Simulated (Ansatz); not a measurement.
# Photoemission of the MXene Zr3C2 with Cl ends, part 2 of 3

Aim: core-level components, unfolded bands and work function of the MXene Zr3C2 with Cl ends.

Ansatz 0.2.0; DFT, PBE, plane-wave PAW, default files, scalar-relativistic.

So far, work function, upper face (eV): step 2 (relaxation) 4.20.

### Step 3. Layer-resolved bands, DOS and potential

This is the main run. States are solved along the surface zone's path and weighed by where they lie along the normal, since photoemission sees the top layers.

Input file input.yaml:

```yaml
crystal:
  lattice:
    - [3.416922588, 0.0, 0.0]
    - [-1.708461294, 2.959141764, 0.0]
    - [0.0, 0.0, 23.2]
  atoms:
    - { symbol: Cl, position: [0.6666666667, 0.3333333333, 0.686553431] }
    - { symbol: Zr, position: [0.3333333333, 0.6666666667, 0.6083812606] }
    - { symbol: C, position: [0.0, 0.0, 0.5603166715] }
    - { symbol: Zr, position: [0.6666666667, 0.3333333333, 0.5] }
    - { symbol: C, position: [0.3333333333, 0.6666666667, 0.4396833285] }
    - { symbol: Zr, position: [0.0, 0.0, 0.3916187394] }
    - { symbol: Cl, position: [0.6666666667, 0.3333333333, 0.313446569] }
kpoints:
  mp_grid: { grid: [12, 12, 1] }
scf:
  occupations: { method: fermi_dirac, width: 0.05 }
  n_extra_bands: 8
hamiltonian:
  xc: pbe
  pseudopotentials: { kind: paw }
output:
  forces: true
  write_potential: true
  volumetric_format: []
  efg: { contact_densities: true }
  dos:
    projected: true
    de: 0.05
    e_range: [-30, 12]
    method: { smearing: { sigma: 0.15, scheme: gaussian } }
  eigenstates:
    kpoints:
      - [0.33333333, 0.33333333, 0.0]
      - [0.31666667, 0.31666667, 0.0]
      - [0.3, 0.3, 0.0]
      - [0.28333333, 0.28333333, 0.0]
      - [0.26666667, 0.26666667, 0.0]
      - [0.25, 0.25, 0.0]
      # [... 40 more points ...]
      - [0.36666667, 0.26666667, 0.0]
      - [0.35, 0.3, 0.0]
    e_range: [-8.0, 4.0]
    unfold:
      supercell_matrix: [[1, 0, 0], [0, 1, 0], [0, 0, 1]]
      layers:
        axis: 3
        edges: [0.150862, 0.422414, 0.450431, 0.549569, 0.577586, 0.849138]
```

Run with:

```sh
$ ansatz run input.yaml --threads 4 --pin off --max-ram 6144MiB --backend cpu --events-out ev --progress --plain --runs-dir out
```

Numbers of over 12 decimals in the logs are rounded to 6 here.

The log of the run:

```text
[...]
Zr: output.efg is read without spin–orbit coupling, which moves field gradients at and beside such atoms by some per cent and up to a factor of two; PAW files take it under magnetization.noncollinear and magnetization.spin_orbit
[...]
Crystal: 7 atoms, lattice volume = 234.579 Å³
Basis set: ecut = 420 eV, 4565 PW (Γ), exchange–correlation on 48×48×320 points (8 copies of the dense FFT grid, shifted against one another)
Bands: 37, of which v1, the nominal top of the filled ones, is band 29 counted from 1 (28 counted from 0)
Symmetry: 12 space group operations
[...]
k-points: 19 of 144
[...]
SCF iter   1: F=—  HF=-15221.817376 eV  |F-HF|=—  |Δ(HF+E_count)|=         —  Δρ=3.46e-3  dr2=4.07e-1  ethr=1.77e-3  ⟨swp⟩=6.6  Hψ=3261  notcnv=0  defer=3
[...]
SCF iter   7: F=-15221.771065 eV  HF=-15221.771065 eV  |F-HF|=4.66e-8  |Δ(HF+E_count)|=   5.95e-7  Δρ=4.49e-6  dr2=4.65e-8  ethr=1.72e-10  ⟨swp⟩=19.7  Hψ=6340  notcnv=0
SCF 1 converged in 7 iterations: F = -15221.771065 eV  dr2 = 4.65e-8
[...]
NSCF: frozen V_eff on 48 k-points
WARN: The input density's exchange-correlation potential varies sharply where the density is thin. Do not read a vacuum level from v_tot or v_xc, or from such a field of the output density. On a cell that repeats whose density bears no net charge and no dipole along the vacuum's axis use v_es (v_loc + v_h of the components); under efield.dipole_correction with no amplitude use v_es + v_field, which holds any external [...]
SCF converged after 7 iterations
Free energy (F): -15221.771065 eV
[...]
Internal energy: -15221.753306 eV  (E = F + TS)
E sigma→0 (E₀):  -15221.762185 eV
Entropy (-TS):   -0.017759 eV (-2.537 meV/atom)
Fermi energy:    3.964277 eV
[...]
--- Forces (eV/Å), atoms counted from 1 ---
  atom   1  Cl     0.00000000    -0.00000000     0.00011255
  atom   2  Zr    -0.00000000     0.00000000    -0.00084536
  atom   3  C     -0.00000000    -0.00000000     0.00139935
  atom   4  Zr     0.00000000     0.00000000     0.00000000
  atom   5  C      0.00000000     0.00000000    -0.00139935
  atom   6  Zr     0.00000000    -0.00000000     0.00084536
  atom   7  Cl     0.00000000     0.00000000    -0.00011255
  max |Σ_I F_I| component: 9.25e-18 eV/Å
--- PAW observables at the nuclei: V_zz in 10²¹ V/m², potentials from the cell's mean, atoms counted from 1 ---
  atom   1  Cl V_zz =    +2.619644   η = 0.0000   by run symmetry: allowed
            electrostatic potential = -1771.482997 V   contact ρ = 24095.599729 e/Å³
  atom   2  Zr V_zz =    +2.885229   η = 0.0000   by run symmetry: allowed
            electrostatic potential = -5916.480304 V   contact ρ = 490518.644705 e/Å³
  atom   3  C  V_zz =    +0.658601   η = 0.0000   by run symmetry: allowed
            electrostatic potential = -410.946178 V   contact ρ = 869.399616 e/Å³
  atom   4  Zr V_zz =    +0.043923   η = 0.0000   by run symmetry: allowed
            electrostatic potential = -5917.229671 V   contact ρ = 490516.576583 e/Å³
  atom   5  C  V_zz =    +0.658601   η = 0.0000   by run symmetry: allowed
            electrostatic potential = -410.946178 V   contact ρ = 869.399616 e/Å³
  atom   6  Zr V_zz =    +2.885229   η = 0.0000   by run symmetry: allowed
            electrostatic potential = -5916.480304 V   contact ρ = 490518.644705 e/Å³
  atom   7  Cl V_zz =    +2.619644   η = 0.0000   by run symmetry: allowed
            electrostatic potential = -1771.482997 V   contact ρ = 24095.599729 e/Å³
--- Band table (eV; the first three rows and the last of 19) ---
  k-point 0: bands = [... 25 lower, 1.3896, 1.8254, 1.8254, 4.0142, 4.0142, 4.5946, 5.1699, 5.1699, ... 4 higher]
  k-point 1: bands = [... 25 lower, 1.4028, 1.5421, 1.7493, 3.8020, 4.1610, 4.5715, 5.1298, 5.2463, ... 4 higher]
  k-point 2: bands = [... 25 lower, 1.0454, 1.3646, 1.6218, 3.2549, 4.5550, 4.5577, 5.1968, 5.4686, ... 4 higher]
  k-point 18: bands = [... 25 lower, 0.6922, 1.0962, 1.0962, 4.8741, 4.8741, 4.9882, 5.4757, 5.8856, ... 4 higher]
```

Elapsed: 11 s, on 4 threads of Arm Neoverse V1, shared host; peak memory 0.75 GiB; 38 s of CPU time.

This step gave:

| Property | Result |
| --- | --- |
| zero of energy | Fermi level |
| share of occupied states in no projected shell | 0.0039 of the occupied states in the window |
| DOS at the Fermi level | 2.111 states/eV/cell |

A(k,E), total over k along the path and E. Zero: Fermi level.

Values in eV⁻¹, 12 rows by 16 columns, each cell a mean:
```
2.3 1.1 0.5 1.9 1.4 2.0 3.3 2.5 1.4 1.5 2.9 2.2 0.5 1.4 2.7 2.3
2.8 1.6 1.9 2.2 3.5 3.0 2.5 2.6 3.1 3.2 2.0 1.1 1.0 1.1 1.7 3.3
1.4 1.9 0.6 0.4 0.8 2.0 2.7 2.5 2.0 1.1 0.5 0.2 0.2 0.2 0.3 1.0
0.1 0.4 1.7 2.0 1.6 1.1 0.6 0.9 1.1 0.3 0.1 0.1 0.1 0.1 0.9 0.2
0.1 0.1 0.1 0.2 0.2 0.2 0.3 0.2 0.3 1.0 0.7 0.2 0.2 1.0 0.3 0.1
0.3 0.3 0.3 0.6 1.5 2.6 2.9 2.8 2.0 1.5 1.8 2.2 2.2 0.9 0.4 0.3
4.6 4.7 4.6 4.3 3.6 2.8 2.6 2.6 3.2 3.6 3.8 3.9 3.9 4.5 4.7 4.6
1.0 0.8 1.1 1.4 2.0 2.4 2.4 2.5 2.3 1.5 1.2 0.9 0.7 0.7 0.7 0.9
1.4 1.6 2.9 2.9 3.4 3.4 3.3 3.3 3.5 2.9 2.8 3.1 3.2 3.1 1.8 1.4
4.1 4.0 3.1 3.8 2.2 1.2 1.2 1.2 1.5 3.3 2.9 2.2 2.2 2.4 3.7 4.1
2.3 2.2 1.7 0.6 1.0 1.2 1.2 1.2 1.2 0.8 1.5 2.1 1.7 1.9 2.1 2.3
0.1 0.1 0.1 0.1 0.1 0.1 0.1 0.1 0.1 0.1 0.1 0.3 0.7 0.5 0.2 0.1
```
Columns: k along the path (Å⁻¹) from 0 to 2.90; rows upwards: E (eV) from -7.7 to 2.44.

A(k,E), top over k along the path and E. Zero: Fermi level.

Values in eV⁻¹, 12 rows by 16 columns, each cell a mean:
```
0.89 0.39 0.17 0.73 0.47 0.55 0.90 0.70 0.42 0.58 1.12 0.85 0.16 0.50 1.01 0.90
0.99 0.61 0.68 0.76 1.20 1.05 0.91 0.94 1.06 1.04 0.66 0.32 0.29 0.32 0.58 1.13
0.42 0.57 0.20 0.12 0.23 0.51 0.63 0.60 0.59 0.39 0.17 0.07 0.05 0.06 0.08 0.29
0.03 0.12 0.50 0.54 0.41 0.27 0.16 0.22 0.25 0.07 0.03 0.02 0.02 0.03 0.23 0.05
0.03 0.03 0.04 0.05 0.05 0.06 0.07 0.06 0.08 0.23 0.15 0.05 0.05 0.21 0.07 0.03
0.07 0.07 0.07 0.12 0.34 0.66 0.81 0.76 0.50 0.33 0.35 0.42 0.41 0.16 0.08 0.07
0.77 0.80 0.80 0.82 0.75 0.64 0.65 0.63 0.69 0.76 0.78 0.79 0.80 0.83 0.80 0.77
0.14 0.15 0.22 0.36 0.70 0.96 1.01 1.01 0.83 0.48 0.33 0.23 0.19 0.18 0.14 0.14
0.33 0.43 1.11 1.19 1.44 1.44 1.31 1.35 1.52 1.20 1.14 1.24 1.28 1.22 0.57 0.33
1.99 1.94 1.45 1.78 0.98 0.51 0.50 0.50 0.63 1.51 1.34 0.99 0.98 1.08 1.77 1.98
1.10 1.04 0.82 0.29 0.43 0.49 0.44 0.47 0.50 0.35 0.72 0.97 0.78 0.87 1.02 1.10
0.06 0.06 0.05 0.04 0.03 0.03 0.04 0.03 0.03 0.03 0.05 0.12 0.32 0.22 0.09 0.06
```
Columns: k along the path (Å⁻¹) from 0 to 2.90; rows upwards: E (eV) from -7.7 to 2.44.

A(k,E), middle over k along the path and E. Zero: Fermi level.

Ten even steps from '_' (0.01 eV⁻¹) to '@' (1.89 eV⁻¹), each cell a mean:
```
__....______..__::--==**##**==--::..____::::..____......____
........______......::--==--::........--::__________..::....
....____..::::--==--::......::----====..______________..--::
==..____________..::::::::::::::----..................__..==
__----____________..::------====::______________________....
____..----::::::--==++******==..______________________....__
________..::------::..______..--..____________________..____
________________________________::::________________::______
__________________________________..--::__________::________
______________________......__________::====--::::__________
____________..::--====------==----::::::::::====--......____
%%%%%%%%%%%%##**==--::::----::--========++******##@@@@%%%%%%
@@@@@@@@%%##****++++==------====++**##%%##********####@@@@@@
....................__________............____________......
....__....::::::::::::::::::::::::::::::::..______________..
................................____..__....::::::....::....
________________..______________..__________________________
____________________________________________________________
________________........__........__________________________
______________________......________________________________
____________________________________________________________
____________________________________________________________
```
Columns: k along the path (Å⁻¹) from 0 to 2.90; rows upwards: E (eV) from -7.7 to 2.44.

Peaks of A(k,E) at the labelled points: for each region the eleven nearest the zero at most, each over 6 % of that point's highest, less those above the energy where the solved bands run out; weight and spread sum the levels within three half widths or 0.3 eV, so near peaks share levels. Peaks of the spectral function, the first 40 of 78 rows:

```tsv
point	weight on	E (eV)	A (1/eV)	weight near the peak	rms spread of levels (eV)
K	total	-6.14	7.659	4	0.106
K	total	-5.96	7.773	4	0.106
K	total	-5.42	6.762	2	0.002
K	total	-4.54	3.415	1	0
K	total	-3.4	7.849	3	0.062
K	total	-2.86	6.755	2	0
K	total	0.92	8.001	3	0.054
K	total	1.52	3.842	1	0
K	total	1.92	6.666	2	0
K	top	-6.14	3.768	1.946	0.106
K	top	-5.96	3.719	1.946	0.106
K	top	-5.42	3.307	0.987	0.002
K	top	-4.54	0.572	0.154	0
K	top	-3.3	0.913	0.361	0.066
K	top	-2.86	1.465	0.442	0
K	top	0.92	2.443	0.912	0.054
K	top	1.52	1.574	0.422	0
K	top	1.92	2.61	0.785	0
K	middle	-4.54	0.805	0.241	0
K	middle	-3.4	3.283	1.104	0.047
K	middle	-2.86	2.905	0.877	0
K	middle	0.92	1.83	0.692	0.053
K	middle	1.5	0.207	0.033	0
K	middle	1.92	0.492	0.142	0
Γ	total	-5.8	3.36	1	0
Γ	total	-4.44	11.4	5	0.078
Γ	total	-3.1	6.653	2	0
Γ	total	-2.58	3.785	1	0
Γ	total	-2.14	6.659	2	0
Γ	total	0.06	6.509	2	0
Γ	total	0.64	3.604	1	0
Γ	total	1.2	6.656	2	0
Γ	total	1.94	4.756	3	0.096
Γ	total	2.12	7.25	3	0.096
Γ	top	-4.42	4.471	2.054	0.079
Γ	top	-4.3	4.11	2.054	0.079
Γ	top	-3.1	1.626	0.48	0
Γ	top	-2.58	1.103	0.295	0
Γ	top	-2.14	1.824	0.546	0
Γ	top	0.06	1.528	0.467	0
```

The DOS has structure finer than the step of the table below, so its rows give means over 1 eV, whole bins alone (the curve runs from -29.7 to 2.17 eV). Peaks (eV: height): total -27.6: 23.8, -26.7: 16.0, -4.5: 9.44, -3.1: 12.3; Cl 3p -5.6: 6.12, -4.6: 4.82, -3.2: 1.13; Zr 4d -4.5: 2.08, -3.1: 4.62, 0.1: 1.98, 1.2: 4.58; C 2p -4.5: 1.98, -3.1: 6.11, 1.0: 0.778; C 2s -10.1: 3.64.

* holds the states left over by the projection beside any projected weight of its own. Table of DOS by E, zero at the Fermi level; means over each step; 7 of 9 lines; values in states/eV/cell:

```tsv
E (eV)	total	Cl 3p	Zr 4d	C 2p	C 2s	Zr 5s	Zr 5p*
-29	0	0	0	0	0	0	0
-28	7.31	0.0317	0.0440	0.103	0.0609	0.0411	0
-27	10.3	0.0131	0.0486	0.120	0.0196	0.0331	0
-26	0.422	2.7e-5	0.00128	0.00330	1.9e-4	5.6e-4	0
-25	0	0	0	0	0	0	0
-24	0	0	0	0	0	0	0
-23	0	0	0	0	0	0	0
-22	0	0	0	0	0	0	0
-21	0	0	0	0	0	0	0
-20	0	0	0	0	0	0	0
-19	0	0	0	0	0	0	0
-18	0.00442	8.0e-6	4.0e-5	6.7e-6	0	5.8e-4	4.7e-5
-17	3.91	0.0140	0.180	0.00244	4.0e-5	0.173	0.0349
-16	0.0883	2.3e-4	0.00538	2.4e-5	0	6.8e-4	6.5e-4
-15	0	0	0	0	0	0	0
-14	0	0	0	0	0	0	0
-13	0	0	0	0	0	0	0
-12	0.00163	1.2e-5	2.1e-5	0	7.4e-4	7.8e-4	3.7e-5
-11	0.738	0.00336	0.0840	0.00432	0.382	0.234	0.0244
-10	3.26	0.0137	0.781	0.0117	2.02	0.294	0.124
-9	0.00324	1.3e-5	6.5e-4	6.1e-6	0.00229	1.1e-4	1.4e-4
-8	0	0	0	0	0	0	0
-7	1.01	0.770	0.135	0.0313	0.00398	0.0566	0.00948
-6	5.58	4.18	0.742	0.245	0.0475	0.221	0.0671
-5	5.24	3.63	0.830	0.507	0.0384	0.145	0.0643
-4	2.75	1.18	0.652	0.737	0.0269	0.0987	0.0497
-3	8.59	0.651	3.23	4.31	0.0288	0.112	0.254
-2	1.23	0.109	0.607	0.484	0.00303	0.00266	0.0243
-1	1.10	0.0704	0.862	0.144	0.00168	0.00243	0.0189
0	1.32	0.0876	1.08	0.115	0.00210	0.00768	0.0268
1	3.77	0.224	2.93	0.431	0.00772	0.0347	0.121
```

Sums over each group's atoms; a table of it gives point samples, which can step over narrow peaks. DOS of the group against E, zero at the Fermi level; 7 of 17 lines; values in states/eV:

```tsv
E (eV)	layer 1: Cl 3p	other layers: Cl 3p	layer 3: C 2p	inner group: C 2p	layer 2: Zr 4d	other layers: Zr 4d	inner group: Zr 4d
-29	0	0	0	0	0	0	0
-28	0.00625	0.00625	0.0195	0.0195	0.00456	0.00456	0.00797
-27	9.6e-4	9.6e-4	0.0365	0.0365	0.0113	0.0113	0.00959
-26	0	0	0	0	0	0	0
-25	0	0	0	0	0	0	0
-24	0	0	0	0	0	0	0
-23	0	0	0	0	0	0	0
-22	0	0	0	0	0	0	0
-21	0	0	0	0	0	0	0
-20	0	0	0	0	0	0	0
-19	0	0	0	0	0	0	0
-18	0	0	0	0	0	0	0
-17	0.0102	0.0102	0.00188	0.00188	0.0984	0.0984	7.8e-4
-16	0	0	0	0	0	0	0
-15	0	0	0	0	0	0	0
-14	0	0	0	0	0	0	0
-13	0	0	0	0	0	0	0
-12	0	0	0	0	0	0	0
-11	0.00180	0.00180	0.00203	0.00203	0.0135	0.0135	0.00218
-10	0.0106	0.0106	0.00896	0.00896	0.333	0.333	0.376
-9	0	0	0	0	0	0	0
-8	0	0	0	0	0	0	0
-7	0.154	0.154	0.00809	0.00809	0.0276	0.0276	0.00455
-6	1.92	1.92	0.124	0.124	0.322	0.322	0.0779
-5	1.34	1.34	0.107	0.107	0.215	0.215	0.0575
-4	0.147	0.147	0.0386	0.0386	0.0365	0.0365	0.0246
-3	0.338	0.338	2.64	2.64	1.06	1.06	1.89
-2	0.0331	0.0331	0.146	0.146	0.132	0.132	0.151
-1	0.0302	0.0302	0.0610	0.0610	0.209	0.209	0.261
0	0.0625	0.0625	0.0885	0.0885	0.501	0.501	0.518
1	0.128	0.128	0.341	0.341	1.40	1.40	0.416
2	0.121	0.121	0.0779	0.0779	1.25	1.25	0.370
```

Simulated valence spectra by photon energy, shown to 13 eV, since a deeper line would dwarf them at some energies; the 100 % can be that line's tail at the edge; this run's widths, added to any smearing of the DOS itself: Gaussian 0.2 eV, Lorentzian 0.2 eV. Table of intensity by binding energy, zero at the Fermi level; values in % of the maximum within 13 eV:

```tsv
binding energy (eV)	21.2 eV	40.8 eV	600 eV	1486.7 eV	9251.7 eV
-1.0	0.646	0.569	0.751	0.895	0.651
-0.5	1.22	1.11	1.46	1.71	0.991
0.0	8.60	8.05	10.9	12.7	5.31
0.5	11.7	10.9	14.7	17.1	6.73
1.0	12.1	11.3	14.6	16.9	6.76
1.5	12.3	11.6	13.9	16.1	6.45
2.0	13.3	13.0	12.5	14.2	6.19
2.5	39.8	41.1	33.5	37.9	17.1
3.0	92.2	94.5	73.3	83.5	40.5
3.5	57.6	55.4	45.7	51.5	33.9
4.0	20.8	12.8	21.0	21.7	13.7
4.5	83.2	41.7	88.1	88.7	57.2
5.0	53.7	18.2	60.9	59.5	35.9
5.5	79.0	23.5	93.5	93.0	69.4
6.0	65.3	20.2	77.2	76.9	58.7
6.5	44.1	12.7	51.8	51.0	37.7
7.0	10.4	3.37	12.4	12.4	9.79
7.5	2.38	1.06	3.02	3.22	3.03
8.0	1.28	0.794	1.88	2.14	2.39
8.5	0.845	0.825	1.63	1.98	2.56
9.0	-	1.26	2.09	2.66	3.76
9.5	-	5.38	7.58	9.75	13.4
10.0	-	33.1	45.8	59.4	85.4
10.5	-	20.8	29.8	39.4	65.6
11.0	-	5.18	7.89	11.7	32.7
11.5	-	1.39	2.24	3.38	8.86
12.0	-	0.594	1.03	1.58	3.44
12.5	-	0.426	0.796	1.30	2.94
```

Maxima picked by a test of local sharpness, so broad peaks and shoulders can be missing; peaks within 0.45 eV of a curve's cut are left out. Valence peaks, by row, the first 40 of 46 rows:

```tsv
photon energy (eV)	binding energy (eV)	height (% of the maximum within 13 eV)	main shell	its share (%)
21.2	5.65	84.3	Cl 3p	82.98
21.2	4.55	85.57	Cl 3p	64.25
21.2	3.15	100	Zr 4d	43.77
21.2	1.45	12.5	Zr 4d	71.79
21.2	0.75	16.53	Zr 4d	79.87
21.2	0.15	11.1	Zr 4d	82.24
40.8	27.55	393.5	Zr 4p	98.73
40.8	26.75	156.2	Zr 4p	98.52
40.8	16.8	50.43	Cl 3s	91.28
40.8	10.15	37.12	C 2s	65.46
40.8	5.65	25.53	Zr 4d	46.8
40.8	4.5	42.43	Zr 4d	46.01
40.8	3.15	100	C 2p	57.22
40.8	1.45	11.81	Zr 4d	73.66
40.8	0.75	15.48	Zr 4d	83.37
40.8	0.15	10.36	Zr 4d	86.41
600	27.55	644	Zr 4p	99.23
600	26.75	367.6	Zr 4p	99.57
600	16.8	162.1	Cl 3s	96.11
600	10.15	52.03	C 2s	60.36
600	5.65	100	Cl 3p	79.45
600	4.55	91.01	Cl 3p	68.6
600	3.15	79.72	Zr 4d	77.16
600	1.4	14.4	Zr 4d	88.27
600	0.75	20.48	Zr 4d	90.1
600	0.15	14.12	Zr 4d	90.28
1487	27.55	1723	Zr 4p	99.6
1487	26.75	1019	Zr 4p	99.79
1487	16.8	330.4	Cl 3s	97.35
1487	10.15	67.69	C 2s	58.54
1487	5.65	100	Cl 3p	71.43
1487	4.55	91.38	Cl 3p	61.43
1487	3.15	90.51	Zr 4d	80.53
1487	1.4	16.67	Zr 4d	90.02
1487	0.75	23.78	Zr 4d	91.51
1487	0.15	16.45	Zr 4d	91.33
9252	27.55	4106	Zr 4p	99.62
9252	26.75	2477	Zr 4p	99.81
9252	16.8	1060	Cl 3s	98.27
9252	10.15	100	C 2s	49.85
```

The planar mean, electrostatic potential oscillates, so the rows of the table below give means over windows of 2.61 Å about each position, cut where the curve ends. Its maxima inside the range that stand out by 2 % of the span (Å: eV): 8.1: -4.08, 10.7: -5.26, 12.5: -5.26, 15.1: -4.08. Its minima: 7.4: -8.35, 9.1: -16.4, 11.6: -15.8, 14.1: -16.4, 15.8: -8.35.

From the Fermi level. Planar mean, electrostatic potential against z; means over each step:

z (Å), planar mean, electrostatic potential (eV) and a bar from the least value:
```
     1.30        4.2 ##############################
     3.92        4.2 ##############################
     6.53       -1.2 ###################
     9.14      -10.2 
    11.75       -9.4 ##
    14.36      -10.1 
    16.97        0.0 #####################
    19.58        4.2 ##############################
    22.19        4.2 ##############################
```

[end of part 2 of 3]

[Logs are printed without paths, hosts, clocks, repeated set-up lines and the standing remarks that a program may print on its own settings, such as how far it seeks lower states.]

[Hosts, paths, dates, database ids (printed as entryN), source tags and the programs' standing remarks are cut or masked in the printed files.]

[Maps of the electrostatic potential energy from Ansatz leave out the sawtooth potential of an applied field or a dipole correction, so their vacuum need not be flat; work functions include it.]
